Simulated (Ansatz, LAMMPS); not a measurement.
# Forces and charges in K+ triflate in vinylene carbonate and dimethyl carbonate and a fluorinated ether (TTE) at 260 K (149 atoms), part 2 of 2

Aim: energy, forces, charges and density of states of K+ triflate in vinylene carbonate and dimethyl carbonate and a fluorinated ether (TTE) at 260 K (149 atoms) at a fixed geometry.

Ansatz 0.2.0; Kohn-Sham DFT, r2SCAN+D4, PAW (set soft_2), plane waves.

The cell: 35 F, 42 C, 28 O, 42 H, 1 S and 1 K. The network of contacts between molecules at the start is that of the classical potential that made the cell. The density was typed from a rule of thumb and may lie off the real one at this temperature. The Brillouin zone is sampled at Γ only, in a cell whose shortest periodic width is 12 Å.

So far. Step 3 (Plane-wave single point): Mean Löwdin charges: C +0.34, F -0.25, H +0.22, K +0.84, O -0.37, S +2.37 e (they miss 1.2 % of the electrons, so they add up to more than the cell's charge).

## Step 4: Local order

These statistics describe the geometry on which the runs were made.

Density 1.48 g/cm³, 13.02 Å³ an atom.

Pair distribution functions g(r), in bins of 0.2 Å:

| r (Å) | total | C-C | C-H | C-F | C-O | C-K | C-S |
| --- | --- | --- | --- | --- | --- | --- | --- |
| 1.00 | 1.56 | 0.00 | 9.85 | 0.00 | 0.00 | 0.00 | 0.00 |
| 1.20 | 1.24 | 0.54 | 5.50 | 0.00 | 3.10 | 0.00 | 0.00 |
| 1.40 | 2.88 | 2.30 | 0.00 | 9.92 | 12.20 | 0.00 | 0.00 |
| 1.60 | 0.29 | 3.67 | 0.00 | 0.00 | 0.00 | 0.00 | 0.00 |
| 1.80 | 0.50 | 0.00 | 0.00 | 0.00 | 0.00 | 0.00 | 5.85 |
| 2.00 | 0.66 | 0.20 | 0.31 | 0.00 | 0.00 | 0.00 | 0.00 |
| 2.20 | 1.65 | 1.99 | 1.85 | 0.51 | 1.06 | 0.00 | 0.00 |
| 2.40 | 1.17 | 1.08 | 0.46 | 3.25 | 0.67 | 0.00 | 0.00 |
| 2.60 | 0.83 | 0.41 | 0.73 | 0.39 | 0.88 | 0.00 | 0.00 |
| 2.80 | 0.91 | 0.00 | 0.60 | 0.80 | 0.43 | 0.00 | 0.00 |
| 3.00 | 0.73 | 0.00 | 0.58 | 0.69 | 0.07 | 0.00 | 0.00 |
| 3.20 | 0.85 | 0.17 | 1.11 | 1.24 | 0.82 | 0.00 | 0.00 |
| 3.40 | 0.80 | 0.08 | 0.80 | 0.91 | 1.03 | 0.00 | 0.00 |
| 3.60 | 0.88 | 0.27 | 0.97 | 1.01 | 0.92 | 0.00 | 1.40 |
| 3.80 | 0.99 | 0.85 | 0.73 | 1.46 | 0.68 | 1.23 | 0.00 |
| 4.00 | 0.98 | 1.09 | 0.98 | 0.99 | 0.86 | 3.46 | 1.10 |
| 4.20 | 1.02 | 1.24 | 0.83 | 1.23 | 0.78 | 1.03 | 3.17 |
| 4.40 | 1.04 | 1.40 | 1.39 | 1.05 | 0.95 | 2.87 | 1.90 |
| 4.60 | 1.18 | 1.53 | 1.02 | 1.12 | 0.96 | 0.88 | 3.51 |
| 4.80 | 1.11 | 1.14 | 1.14 | 1.23 | 0.91 | 2.41 | 1.61 |
| 5.00 | 1.04 | 1.16 | 1.09 | 1.11 | 0.81 | 1.44 | 0.00 |
| 5.20 | 1.14 | 1.65 | 1.14 | 1.25 | 0.90 | 2.03 | 0.66 |
| 5.40 | 1.05 | 1.20 | 1.12 | 0.91 | 1.18 | 0.00 | 0.65 |
| 5.60 | 1.10 | 1.17 | 0.99 | 1.09 | 1.55 | 1.78 | 1.74 |
| 5.80 | 0.98 | 0.91 | 0.98 | 0.95 | 1.19 | 0.54 | 1.10 |
| 6.00 | 0.98 | 0.95 | 1.07 | 0.90 | 0.90 | 0.51 | 0.00 |

Bonds by pair of elements; cutoffs follow the first minimum of g(r), held within bounds set by covalent radii, and pairs that aren't listed don't count as bonded:

| pair A-B | cutoff (Å) | bonds | mean length (Å) | spread (Å) | shortest (Å) | B about A | A about B |
| --- | --- | --- | --- | --- | --- | --- | --- |
| C-C | 1.82 | 16 | 1.47 | 0.095 | 1.29 | 0.762 | 0.762 |
| C-H | 1.34 | 42 | 1.10 | 0.028 | 1.05 | 1 | 1 |
| C-F | 1.62 | 35 | 1.36 | 0.025 | 1.32 | 0.833 | 1 |
| C-O | 1.73 | 43 | 1.36 | 0.068 | 1.20 | 1.02 | 1.54 |
| C-S | 2.17 | 1 | 1.80 | 0 | 1.80 | 0.024 | 1 |
| O-K | 3.38 | 6 | 2.78 | 0.121 | 2.63 | 0.214 | 6 |
| O-S | 1.88 | 3 | 1.46 | 0.008 | 1.45 | 0.107 | 3 |

How many atoms have how many bonded neighbours:

| element | mean | 1 | 2 | 3 | 4 | 6 |
| --- | --- | --- | --- | --- | --- | --- |
| C | 3.64 | 0 | 0 | 15 | 27 | 0 |
| F | 1 | 35 | 0 | 0 | 0 | 0 |
| H | 1 | 42 | 0 | 0 | 0 | 0 |
| K | 6 | 0 | 0 | 0 | 0 | 1 |
| O | 1.86 | 4 | 24 | 0 | 0 | 0 |
| S | 4 | 0 | 0 | 0 | 1 | 0 |

Bond angles, per cent of each kind in bins of 5°:

| angle (°) | C-C-F | H-C-O | C-C-H | H-C-H | O-C-O |
| --- | --- | --- | --- | --- | --- |
| 100–105 | 5.0 | 11.8 | 8.3 | 22.7 | 0.0 |
| 105–110 | 32.5 | 26.5 | 20.8 | 45.5 | 14.3 |
| 110–115 | 55.0 | 41.2 | 25.0 | 22.7 | 19.0 |
| 115–120 | 7.5 | 14.7 | 12.5 | 4.5 | 0.0 |
| 120–125 | 0.0 | 5.9 | 0.0 | 4.5 | 33.3 |
| 125–130 | 0.0 | 0.0 | 16.7 | 0.0 | 33.3 |
| 130–135 | 0.0 | 0.0 | 12.5 | 0.0 | 0.0 |
| 135–140 | 0.0 | 0.0 | 4.2 | 0.0 | 0.0 |

Bond angles (no mean is given where the spread exceeds 20°):

| angle | count | mean (°) | spread (°) |
| --- | --- | --- | --- |
| C-C-F | 40 | 110 | 3 |
| H-C-O | 34 | 112 | 5.2 |
| C-C-H | 24 | 117 | 10.1 |
| H-C-H | 22 | 109 | 4.4 |
| O-C-O | 21 | 120 | 6.9 |

Bond length by coordination (bonds to H left out):

| element | coordination | atoms | mean bond length (Å) |
| --- | --- | --- | --- |
| C | 3 | 15 | 1.33 |
| C | 4 | 27 | 1.43 |
| O | 1 | 4 | 1.29 |
| O | 2 | 24 | 1.55 |

Rings of the network by King's shortest-path rule, up to 12 atoms, one path for each pair of neighbours; H, halogens, alkali and alkaline-earth atoms are left out, and the last column divides by all other atoms, bonded or not:

| ring size (atoms) | rings | per network atom |
| --- | --- | --- |
| 5 | 4 | 0.056 |

With the cutoffs above, 64 % of C atoms have 4, all F atoms have 1, all H atoms have 1 and all K atoms have 6 bonded neighbours. The C-C-F angle averages 110° with a spread of 3°. All rings counted have 5 atoms.

The surroundings of C118, which bears the longest force, nearest first, numbered as they follow in the input and with coordinates relative to it.

| atom | x | y | z | distance (Å) | bonds | Löwdin charge (e) | Fx | Fy | Fz (eV/Å) |
| --- | --- | --- | --- | --- | --- | --- | --- | --- | --- |
| C118 | 0.00 | 0.00 | 0.00 | 0.00 | 3 | 0.73 | -2.91 | 1.11 | -4.64 |
| O117 | -0.35 | 0.23 | -1.17 | 1.24 | 1 | -0.44 | 1.45 | -0.33 | 2.53 |
| O119 | -0.01 | -1.26 | 0.51 | 1.36 | 2 | -0.21 | 0.69 | 1.95 | 0.23 |
| O122 | 0.13 | 1.02 | 0.95 | 1.39 | 2 | -0.21 | 0.24 | -2.27 | -1.57 |
| C121 | 0.35 | 0.28 | 2.05 | 2.09 | 3 | 0.05 | 0.28 | -0.46 | 3.48 |
| C120 | 0.25 | -1.03 | 1.86 | 2.14 | 3 | 0.04 | 0.44 | -2.01 | 1.44 |
| O143 | 2.90 | 0.75 | 0.21 | 3.00 | 2 | -0.82 | -0.60 | -0.58 | -0.22 |
| H33 | 2.26 | 0.12 | -1.98 | 3.01 | 1 | 0.23 | -0.78 | 0.16 | 0.20 |
| H124 | 0.55 | 0.81 | 2.98 | 3.13 | 1 | 0.24 | -0.04 | -0.21 | -0.46 |
| H123 | 0.39 | -2.01 | 2.47 | 3.21 | 1 | 0.23 | -0.26 | 2.40 | -0.98 |

The column of bonds counts only the pairs C-C within 1.82 Å, C-H within 1.34 Å, C-F within 1.62 Å, C-O within 1.73 Å, C-S within 2.17 Å, O-K within 3.38 Å, O-S within 1.88 Å; other neighbours, such as metal atoms beside each other in a compound, aren't counted, and periodic images can show an atom twice.

## Step 5: Outcome

```json
{"free energy per atom": "-388.6553 eV/atom", "pressure": "-0.7045 GPa", "r.m.s. force component": "1.074 eV/Å", "gap (highest filled to lowest empty level)": "4.342 eV", "wall time of the 1 DFT run": "51 s"}
```

In words: Between filled and empty levels lie 4.34 eV (at Γ alone); a semilocal functional tends to put such gaps too low. In a disordered cell it changes from sample to sample and from frame to frame. With the cutoffs above, 64 % of C atoms have 4, all F atoms have 1, all H atoms have 1 and all K atoms have 6 bonded neighbours.

What to keep in mind: The force components of 1.1 eV/Å r.m.s. hold both thermal displacement and the mismatch between the potential that made the cell and DFT, above all in bond lengths inside molecules. The stress is far from hydrostatic: its diagonal is 0.5, -2.5, -0.1 GPa, compression counted positive. The pressure of a single frame lacks the kinetic term.

[Logs are printed without paths, hosts, clocks, repeated set-up lines and the standing remarks that a program may print on its own settings, such as how far it seeks lower states.]

[Hosts, paths, dates, database ids (printed as entryN), source tags and the programs' standing remarks are cut or masked in the printed files.]
